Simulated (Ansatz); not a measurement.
# 1T-PtSe2 bilayer (AB) in a perpendicular field, part 2 of 3

Aim: how the 1T-PtSe2 bilayer (AB) screens a field along its normal, and what the field does to its bands. A positive field points along +c.

Ansatz 0.2.0; plane-wave DFT, PBE-D3(BJ), Ansatz PAW.

So far. Step 2 (Relaxing the slab): The lattice constant a goes from 3.750 to 3.708 Å.

## Step 3: Single point, field 0

A sawtooth potential applies the field, turning back in the middle of the vacuum. With the dipole correction the typed value is the field outside the slab. The induced dipole is small, so the SCF threshold is tight.

The cell differs from the one that the last finished run ended in (c 39.071 → 26.217 Å).

input.yaml reads:

```yaml
crystal:
  lattice:
    - [3.7077783445, 0.0, 0.0]
    - [-1.8538891722, 3.2110302379, 0.0]
    - [0.0, 0.0, 26.2174087632]
  atoms:
    - { symbol: Se, position: [0.6666666667, 0.3333333333, 0.3432833535] }
    - { symbol: Pt, position: [0.0, 0.0, 0.3939100684] }
    - { symbol: Se, position: [0.3333333333, 0.6666666667, 0.4442294491] }
    - { symbol: Se, position: [0.0, 0.0, 0.5557705509] }
    - { symbol: Pt, position: [0.3333333333, 0.6666666667, 0.6060899316] }
    - { symbol: Se, position: [0.6666666667, 0.3333333333, 0.6567166465] }
kpoints:
  mp_grid: { grid: [12, 12, 1] }
  band_path:
    path: [[0, 0, 0], [0.5, 0, 0], [0.33333333, 0.33333333, 0], [0, 0, 0]]
    npoints: 16
hamiltonian:
  xc: pbe
  dispersion: d3bj
scf:
  occupations: { method: fermi_dirac, width: 0.05 }
  convergence: { dr2_threshold: 1.0e-10 }
efield:
  axis: 3
  dipole_correction: true
  ramp_position: 0.97
  ramp_width: 0.06
  amplitude: 0
output:
  dos: { projected: true, e_range: [-6, 5] }
  bader: true
  write_potential: true
  write_density: true
  volumetric_format: npy
  elf: true
```

Run with:

```console
ansatz run input.yaml --threads 4 --pin off --max-ram 6144MiB --backend cpu --events-out ev --progress --plain --runs-dir out
```

Numbers of over 12 decimals in the logs are rounded to 6 here.

Output:

```text
[...]
Crystal: 6 atoms, lattice volume = 312.139 Å³
Basis set: ecut = 420 eV, 6135 PW (Γ)
Bands: 60, of which v1, the nominal top of the filled ones, is band 50 counted from 1 (49 counted from 0)
Symmetry: 6 space group operations
k-points: 19 of 144 (time reversal used)
[...]
SCF iter   1: F=—  HF=-46926.829650 eV  |F-HF|=—  |Δ(HF+E_count)|=         —  Δρ=2.04e-3  dr2=3.15e-2  ethr=1.77e-3  p=0.000 e·Å  D=3.34e-14 V/Å  ΔV_dip=-0.00 eV  dr2_dipole=4.29e-8  V_vac-E_F(+/−)=4.78/4.78 eV  ⟨swp⟩=8.4  Hψ=4651  notcnv=0  defer=15
efield: sawtooth ramp at fractional position 0.9700 (set: `efield.ramp_position`, or a place that a band, a saddle search or an elastic batch's reference lends), width 0.0600; the density the first Hamiltonian is built on has a dipole p = 0.000 e·Å; the dipole correction subtracts the counter field D = 3.34e-14 V/Å, which shifts the + side's vacuum level by -0.00 eV against the − side's; the planar-averaged density in the ramp window peaks in size at 5.4e-6 e/Å³
[...]
SCF iter   2: F=—  HF=-46926.829396 eV  |F-HF|=—  |Δ(HF+E_count)|=   2.54e-4  Δρ=1.52e-3  dr2=3.78e-2  ethr=3.15e-5  p=0.000 e·Å  D=3.70e-5 V/Å  ΔV_dip=-0.00 eV  dr2_dipole=3.29e-7  V_vac-E_F(+/−)=4.89/4.89 eV  ⟨swp⟩=2.3  Hψ=1816  notcnv=0  defer=56
[...]
SCF iter  14: F=-46926.826938 eV  HF=-46926.826938 eV  |F-HF|=2.91e-11  |Δ(HF+E_count)|=  8.73e-11  Δρ=6.95e-8  dr2=3.50e-11  ethr=1.00e-12  p=0.000 e·Å  D=1.63e-7 V/Å  ΔV_dip=-0.00 eV  dr2_dipole=1.99e-15  V_vac-E_F(+/−)=4.82/4.82 eV  ⟨swp⟩=12.1  Hψ=3130  notcnv=0
SCF 1 converged in 14 iterations: F = -46926.826938 eV  dr2 = 3.50e-11
[...]
NSCF: frozen V_eff on 49 k-points
efield: sawtooth ramp at fractional position 0.9700 (kept from the solve that this one continues, or follows in the run), width 0.0600; the density the first Hamiltonian is built on has a dipole p = 0.000 e·Å; the dipole correction subtracts the counter field D = 1.63e-7 V/Å, which shifts the + side's vacuum level by -0.00 eV against the − side's; the planar-averaged density in the ramp window peaks in size at 4.8e-6 e/Å³
WARN: The output density's exchange-correlation potential varies sharply where the density is thin. Do not read a vacuum level from v_tot or v_xc, or from such a field of the output density. On a cell that repeats whose density bears no net charge and no dipole along the vacuum's axis use v_es (v_loc + v_h of the components); under efield.dipole_correction with no amplitude use v_es + v_field, which holds any externa [...]
SCF converged after 14 iterations
Free energy (F): -46926.826938 eV
[...]
Internal energy: -46926.826781 eV  (E = F + TS)
E sigma→0 (E₀):  -46926.826860 eV
Entropy (-TS):   -0.000156 eV (-0.026 meV/atom)
Fermi energy:    2.154252 eV
Dipole field:    D = 0.000000 V/Å  (p = 0.000000 e·Å, saw-weighted, corrected)
Work function:   Φ+ = 4.8168 eV   Φ− = 4.8168 eV
Levels:          The Fermi level and band energies are counted from a zero that moves with the ramp; work functions are not
[...]
--- Band table (eV; the first three rows and the last of 19) ---
  k-point 0: bands = [... 46 lower, 1.2083, 1.3479, 1.3479, 1.4655, 4.1827, 4.1827, 4.3106, 4.3106, ... 6 higher]
  k-point 1: bands = [... 46 lower, 1.2083, 1.2375, 1.3569, 1.7535, 3.6748, 3.8428, 4.0524, 4.2146, ... 6 higher]
  k-point 2: bands = [... 46 lower, 1.1045, 1.1309, 1.2953, 1.7369, 2.8830, 3.1783, 3.8222, 4.0344, ... 6 higher]
  k-point 18: bands = [... 46 lower, 0.2553, 0.3583, 0.3583, 0.3588, 2.6964, 3.0566, 3.0566, 3.4245, ... 6 higher]
--- Bader charges: 6 sites ---
  site symbol  charge [e]  shift [e]
     0     Se     -0.0619     0.0029
     1     Pt      0.1147     0.0058
     2     Se     -0.0527     0.0029
     3     Se     -0.0528     0.0029
     4     Pt      0.1147     0.0058
     5     Se     -0.0619     0.0029
  estimated error of the sums over rays = 3.6e-4 e
```

The job ended after 34 s (4 threads of Arm Neoverse V2, shared host; peak memory 1 GiB; 2.2 min of CPU time).

This step gave:

| Item | Value |
| --- | --- |
| energy at zero smearing | -46926.8269 eV |
| dipole along the normal | 3.64e-7 e·Å |
| gap along the path | 0.6613 eV |
| smallest direct gap along the path | 1.103 eV |
| ionisation energy, upper face | 5.134 eV |
| electron affinity, upper face | 4.473 eV |
| gap, the smaller of path and mesh | 0.6613 eV |

Running mean over a fixed 2.8 Å (it still follows the layers) of the planar mean; the ramp of the sawtooth is left out. Electron's electrostatic potential energy less the Fermi level against z:

```csv
z (Å),electron's electrostatic potential energy less the Fermi level (eV)
4,4.82
5,4.81
6,4.77
7,3.94
8,0.944
9,-4.41
10,-8.16
11,-7.63
12,-2.44
13,0.0844
14,-1.35
15,-6.86
16,-8.27
17,-5.71
18,0.0536
19,3.39
20,4.72
21,4.81
22,4.82
23,4.82
```

The density of states has structure finer than the step of the table below, so its rows give means over 0.2 eV, whole bins alone (the curve runs from -6 to 2.33 eV). Peaks (eV: height): -5.97: 15.2, -5.92: 18.4, -5.67: 21.7, -5.31: 13.5, -4.48: 13.0, -4.40: 15.2, -3.08: 25.2.

The density of states by energy, zero at the Fermi level of the run, which the smearing sets inside the gap; means over each step:

```csv
energy (eV),density of states (states/eV a cell)
-5.8,11.7
-5.6,12.4
-5.4,7.01
-5.2,5.73
-5.0,2.25
-4.8,5.48
-4.6,6.59
-4.4,9.64
-4.2,6.22
-4.0,6.65
-3.8,4.16
-3.6,1.28
-3.4,2.03
-3.2,10.8
-3.0,10.7
-2.8,3.61
-2.6,2.65
-2.4,4.02
-2.2,6.47
-2.0,6.06
-1.8,6.06
-1.6,6.85
-1.4,4.79
-1.2,6.23
-1.0,5.59
-0.8,1.85
-0.6,0.794
-0.4,1.23
-0.2,0.00281
0.0,0
0.2,0
0.4,1.64
0.6,4.16
0.8,2.65
1.0,6.77
1.2,6.13
1.4,4.55
1.6,8.49
1.8,4.79
2.0,1.39
2.2,0.0895
```

Projected DOS per atom over height of the atomic layer and energy from the Fermi level. Layers: Se Pt Se Se Pt Se from below.

Ten even steps from '_' (0.00 states/eV) to '@' (4.26 states/eV), each cell a mean:
```
____________
::..::::..::
::..::::..::
::::::::::::
............
____________
____________
____________
..__....__..
::..::::..::
::::::::::::
::::::::::::
............
__::____::__
..@@....@@..
__..____..__
__==____==__
..++....++..
..--....--..
....____....
..++::::++..
::##::::##::
```
Columns: height of the atomic layer (Å) from 9 to 17.2 (not evenly spaced); rows upwards: energy from the Fermi level (eV) from -5.96 to 2.32.

The electronic bands at the labelled points (eV, zero at the Fermi level of the run, which the smearing sets inside the gap):

```csv
point,band 47,band 48,band 49,band 50,band 51,band 52,band 53,band 54
Γ,-0.95,-0.81,-0.81,-0.69,2.03,2.03,2.16,2.16
halfway,-1.30,-1.29,-1.14,-0.91,0.34,1.06,1.55,1.81
M,-2.76,-2.58,-2.55,-2.09,1.29,1.65,1.84,2.01
halfway,-2.23,-1.95,-1.89,-1.76,0.81,1.01,1.46,1.59
K,-1.90,-1.80,-1.80,-1.80,0.54,0.90,0.90,1.27
halfway,-1.73,-1.41,-1.03,-0.81,0.66,0.83,1.05,1.47
Γ,-0.95,-0.81,-0.81,-0.69,2.03,2.03,2.16,2.16
```

Electrostatic potential energy in the ca plane at fractional y = 0.000, with atoms of Pt and Se within 0.2 Å of it. With pseudopotentials it is smooth inside the atoms' cores, unlike the true potential.

Values in eV, 6 rows by 16 columns, each cell a mean:
```
  7   7   7   7   7   7   6   2 -32 -26   4   5 -11 -14   1   5
  7   7   7   7   7   7   6   3  -8  -5   3   6   0  -5   1   3
  7   7   7   7   7   7   5  -1   3   2   0   5   5   3  -3  -2
  7   7   7   7   7   7   5   0   2   1   1   5   5   2  -2   0
  7   7   7   7   7   7   6   3 -17 -12   4   6  -5 -11   2   4
  7   7   7   7   7   7   6   1 -34 -28   4   5 -11 -12   0   6
```
Columns run along c (16.0 Å, from fractional 0.06 to 0.67 of the cell; values clipped at the 3rd and 97th percentile), rows up along a (3.7 Å). Atoms in or near the plane, at fractional coordinates: Pt at (0.39, 0.00), Se at (0.56, 0.00).

Valence density in the ca plane at fractional y = 0.000, with atoms of Pt and Se within 0.2 Å of it. It is the smooth field of the valence electrons, not physical close to the nuclei.

Ten steps, logarithmic in the rise over the least value, from '0' (0 e/Å³) to '9' (32 e/Å³), each cell a mean:
```
00000000000000000000024676420000024886210000
00000000000000000000013554310000012443210000
00000000000000000000111222111000001121111111
00000000000000000001111111111100000011111111
00000000000000000001111101111100000001122222
00000000000000000001111111111100000001122221
00000000000000000000111111111000000111111111
00000000000000000000012343210000011232111000
00000000000000000000014666410000013674210000
00000000000000000000025777520000025997210000
```
Columns run along c (16.0 Å, from fractional 0.06 to 0.67 of the cell), rows up along a (3.7 Å). Atoms in or near the plane, at fractional coordinates: Pt at (0.39, 0.00), Se at (0.56, 0.00).

ELF in the ca plane at fractional y = 0.000, with atoms of Pt and Se within 0.2 Å of it. It is the smooth field of the valence electrons, not physical close to the nuclei.

Ten even steps from '0' (0.00) to '9' (0.88), each cell a mean:
```
00000000000000000001236777532001799536741000
00000000000000000012233565332100489888741111
00000000000000001234543333344420157777532344
00000000000000013566664323566651013444333467
00000000000000024677765212567763000122333478
00000000000000013677765223567762001223333477
00000000000000002355654323456531035665322356
00000000000000000123333454333210378888632222
00000000000000000001234676432101699767741000
00000000000000000001246777642002899425741000
```
Columns run along c (16.0 Å, from fractional 0.06 to 0.67 of the cell), rows up along a (3.7 Å). Atoms in or near the plane, at fractional coordinates: Pt at (0.39, 0.00), Se at (0.56, 0.00).

The gap is 0.66 eV, with the valence edge 5.13 eV and the conduction edge 4.47 eV under the upper vacuum level. Spin-orbit coupling, left out in this run, matters for the bands of elements this heavy.

## Step 4: Atoms held, field 0.1 V/Å

input.yaml: that of step 3 with these lines changed.

```diff
@@ -28,6 +28,4 @@
   ramp_width: 0.06
-  amplitude: 0
+  amplitude: 0.1
 output:
-  dos: { projected: true, e_range: [-6, 5] }
-  bader: true
   write_potential: true
@@ -35,2 +33 @@
   volumetric_format: npy
-  elf: true
```

Output:

```text
[...]
Crystal: 6 atoms, lattice volume = 312.139 Å³
Basis set: ecut = 420 eV, 6135 PW (Γ)
Bands: 60, of which v1, the nominal top of the filled ones, is band 50 counted from 1 (49 counted from 0)
Symmetry: 6 space group operations
k-points: 19 of 144 (time reversal used)
[...]
k-point 0: bands = [... 46 lower, 1.2039, 1.3514, 1.3514, 1.4654, 4.1779, 4.1779, 4.3144, 4.3144, ... 6 higher]
  k-point 1: bands = [... 46 lower, 1.2041, 1.2404, 1.3601, 1.7534, 3.6709, 3.8457, 4.0485, 4.2176, ... 6 higher]
  k-point 2: bands = [... 46 lower, 1.1126, 1.1270, 1.2981, 1.7366, 2.8808, 3.1796, 3.8190, 4.0366, ... 6 higher]
  k-point 18: bands = [... 46 lower, 0.2485, 0.3381, 0.3647, 0.3776, 2.6951, 3.0297, 3.0824, 3.4248, ... 6 higher]
[key lines of the parts left out:]
SCF converged after 17 iterations
Free energy (F): -46926.830247 eV
Fermi energy:    2.153434 eV
Dipole field:    D = 0.038373 V/Å  (p = 0.066193 e·Å, saw-weighted, corrected)
```

Elapsed: 24 s, on 4 threads; peak memory 0.92 GiB; 92 s of CPU time.

The dipole is 0.0662 e·Å, and the gap 0.660 eV.

## Step 5: Atoms held, field -0.1 V/Å

input.yaml: that of step 4 with these lines changed.

```diff
@@ -28,3 +28,3 @@
   ramp_width: 0.06
-  amplitude: 0.1
+  amplitude: -0.1
 output:
```

Output:

```text
[...]
Crystal: 6 atoms, lattice volume = 312.139 Å³
Basis set: ecut = 420 eV, 6135 PW (Γ)
Bands: 60, of which v1, the nominal top of the filled ones, is band 50 counted from 1 (49 counted from 0)
Symmetry: 6 space group operations
k-points: 19 of 144 (time reversal used)
[...]
k-point 0: bands = [... 46 lower, 1.2039, 1.3514, 1.3514, 1.4654, 4.1779, 4.1779, 4.3144, 4.3144, ... 6 higher]
  k-point 1: bands = [... 46 lower, 1.2041, 1.2404, 1.3601, 1.7534, 3.6709, 3.8457, 4.0484, 4.2176, ... 6 higher]
  k-point 2: bands = [... 46 lower, 1.1126, 1.1270, 1.2981, 1.7366, 2.8808, 3.1796, 3.8190, 4.0366, ... 6 higher]
  k-point 18: bands = [... 46 lower, 0.2485, 0.3381, 0.3647, 0.3776, 2.6951, 3.0297, 3.0824, 3.4248, ... 6 higher]
[key lines of the parts left out:]
SCF converged after 17 iterations
Free energy (F): -46926.830247 eV
Fermi energy:    2.153433 eV
Dipole field:    D = -0.038373 V/Å  (p = -0.066193 e·Å, saw-weighted, corrected)
```

Run time: 23 s. Hardware: 4 threads; peak memory 0.92 GiB; 92 s of CPU time.

The dipole is -0.0662 e·Å, and the gap 0.660 eV.

## Step 6: Atoms held, field 0.5 V/Å

input.yaml: that of step 5 with these lines changed.

```diff
@@ -28,3 +28,3 @@
   ramp_width: 0.06
-  amplitude: -0.1
+  amplitude: 0.5
 output:
```

Output:

```text
[...]
Crystal: 6 atoms, lattice volume = 312.139 Å³
Basis set: ecut = 420 eV, 6135 PW (Γ)
Bands: 60, of which v1, the nominal top of the filled ones, is band 50 counted from 1 (49 counted from 0)
Symmetry: 6 space group operations
k-points: 19 of 144 (time reversal used)
[...]
k-point 0: bands = [... 46 lower, 1.1283, 1.4021, 1.4021, 1.4632, 4.0996, 4.0996, 4.3688, 4.3688, ... 6 higher]
  k-point 1: bands = [... 46 lower, 1.1307, 1.2887, 1.4088, 1.7491, 3.5996, 3.8923, 3.9775, 4.2647, ... 6 higher]
  k-point 2: bands = [... 46 lower, 1.0573, 1.2032, 1.3432, 1.7293, 2.8323, 3.2051, 3.7568, 4.0749, ... 6 higher]
  k-point 18: bands = [... 46 lower, 0.1543, 0.2499, 0.4350, 0.4441, 2.6654, 2.9137, 3.1742, 3.4300, ... 6 higher]
[key lines of the parts left out:]
SCF converged after 14 iterations
Free energy (F): -46926.909749 eV
Fermi energy:    2.133895 eV
Dipole field:    D = 0.192206 V/Å  (p = 0.331553 e·Å, saw-weighted, corrected)
```

Wall time 23 s (4 threads); peak memory 0.93 GiB; 89 s of CPU time.

The dipole is 0.332 e·Å, and the gap 0.632 eV.

## Step 7: Atoms held, field -0.3 V/Å

input.yaml: that of step 6 with these lines changed.

```diff
@@ -28,4 +28,6 @@
   ramp_width: 0.06
-  amplitude: 0.5
+  amplitude: -0.3
 output:
+  dos: { projected: true, e_range: [-6, 5] }
+  bader: true
   write_potential: true
@@ -33 +35,2 @@
   volumetric_format: npy
+  elf: true
```

Output:

```text
[...]
Crystal: 6 atoms, lattice volume = 312.139 Å³
Basis set: ecut = 420 eV, 6135 PW (Γ)
Bands: 60, of which v1, the nominal top of the filled ones, is band 50 counted from 1 (49 counted from 0)
Symmetry: 6 space group operations
k-points: 19 of 144 (time reversal used)
[...]
k-point 18: bands = [... 46 lower, 0.2083, 0.2955, 0.3970, 0.4131, 2.6851, 2.9733, 3.1308, 3.4268, ... 6 higher]
--- Bader charges: 6 sites ---
  site symbol  charge [e]  shift [e]
     0     Se     -0.0401     0.0029
     1     Pt      0.1145     0.0058
     2     Se     -0.0619     0.0029
     3     Se     -0.0435     0.0029
     4     Pt      0.1146     0.0058
     5     Se     -0.0837     0.0029
  estimated error of the sums over rays = 4.1e-4 e
[key lines of the parts left out:]
SCF converged after 16 iterations
Free energy (F): -46926.856733 eV
Fermi energy:    2.146889 eV
Dipole field:    D = -0.115188 V/Å  (p = -0.198699 e·Å, saw-weighted, corrected)
```

Wall time 36 s (4 threads); peak memory 1 GiB; 2.4 min of CPU time.

The dipole is -0.199 e·Å, and the gap 0.651 eV.

## Step 8: Response, atoms held

This step: plane-wave DFT, PBE-D3(BJ), Ansatz PAW; response to a field along the normal, atoms held (Ansatz 0.2.0).

The dipoles give the slope, and the difference of two potentials shows where the field is screened.

Numbers from this step:

| Property | Result |
| --- | --- |
| equivalent conductor thickness p/(ε₀AE) | 10.06 Å |
| distance between the outer atoms | 8.217 Å |

Dipole of the cell against applied field:

```csv
applied field (V/Å),dipole of the cell (e·Å)
-0.300,-0.199
-0.100,-0.0662
0.000,3.6e-7
0.100,0.0662
0.500,0.332
```

Local field over the applied field, running mean. From the potentials at -0.1 and 0.1 V/Å; running mean over 2.5 Å. Local field over applied field against z:

```csv
z (Å),local field over applied field
4.5,0.998
5.0,0.994
5.5,0.984
6.0,0.958
6.5,0.898
7.0,0.787
7.5,0.630
8.0,0.455
8.5,0.281
9.0,0.141
9.5,0.0551
10.0,0.0152
10.5,0.00586
11.0,0.0239
11.5,0.0586
12.0,0.106
12.5,0.148
13.0,0.169
13.5,0.160
14.0,0.126
14.5,0.0785
15.0,0.0370
15.5,0.0110
16.0,0.00744
16.5,0.0336
17.0,0.0967
17.5,0.214
18.0,0.377
18.5,0.555
19.0,0.722
19.5,0.857
20.0,0.937
20.5,0.975
21.0,0.991
21.5,0.997
22.0,0.999
```

Electrons, planar mean, per unit field. Induced electron density against z:

```csv
z (Å),induced electron density (e/Å³ per V/Å)
4.5,9.5e-6
5.0,2.8e-5
5.5,7.8e-5
6.0,2.1e-4
6.5,5.3e-4
7.0,0.00123
7.5,0.00251
8.0,0.00332
8.5,0.00182
9.0,0.00107
9.5,4.0e-4
10.0,-1.8e-4
10.5,-3.3e-5
11.0,6.4e-5
11.5,-5.9e-4
12.0,-8.5e-4
12.5,-0.00103
13.0,-2.8e-4
13.5,8.7e-4
14.0,9.0e-4
14.5,7.9e-4
15.0,2.6e-4
15.5,-1.2e-4
16.0,-3.9e-5
16.5,8.5e-5
17.0,-8.1e-4
17.5,-0.00137
18.0,-0.00283
18.5,-0.00307
19.0,-0.00173
19.5,-7.7e-4
20.0,-3.1e-4
20.5,-1.2e-4
21.0,-4.4e-5
21.5,-1.5e-5
22.0,-5.1e-6
```

The smaller of the gaps on the path and on the k-mesh, counted as 0 under 0.03 eV. Gap against applied field:

```csv
applied field (V/Å),gap (eV)
-0.300,0.651
-0.100,0.660
0.000,0.661
0.100,0.660
0.500,0.632
```

By hand: between -0.1 and 0.1 V/Å the dipole changes by 0.1324 e·Å, a slope of 0.6619 e·Å²/V. A perfect conductor of thickness t has p = ε₀AEt, so t = 180.95 × 0.6619 / 11.906 = 10.06 Å (e/ε₀ = 180.95 V·Å, A in Å²).

The induced dipole is that of a conductor 10.06 Å thick.

(Continued in part 3 of 3.)

[Logs are printed without paths, hosts, clocks, repeated set-up lines and the standing remarks that a program may print on its own settings, such as how far it seeks lower states.]

[Hosts, paths, dates, database ids (printed as entryN), source tags and the programs' standing remarks are cut or masked in the printed files.]

[Maps of the electrostatic potential energy from Ansatz leave out the sawtooth potential of an applied field or a dipole correction, so their vacuum need not be flat; planar profiles and work functions include it.]

[The density of states shown here was stored with 400 of the rows of the run's finer table, so its peaks can read low, often by over a quarter, or be missed, and its means over a window can be off by a tenth or more.]
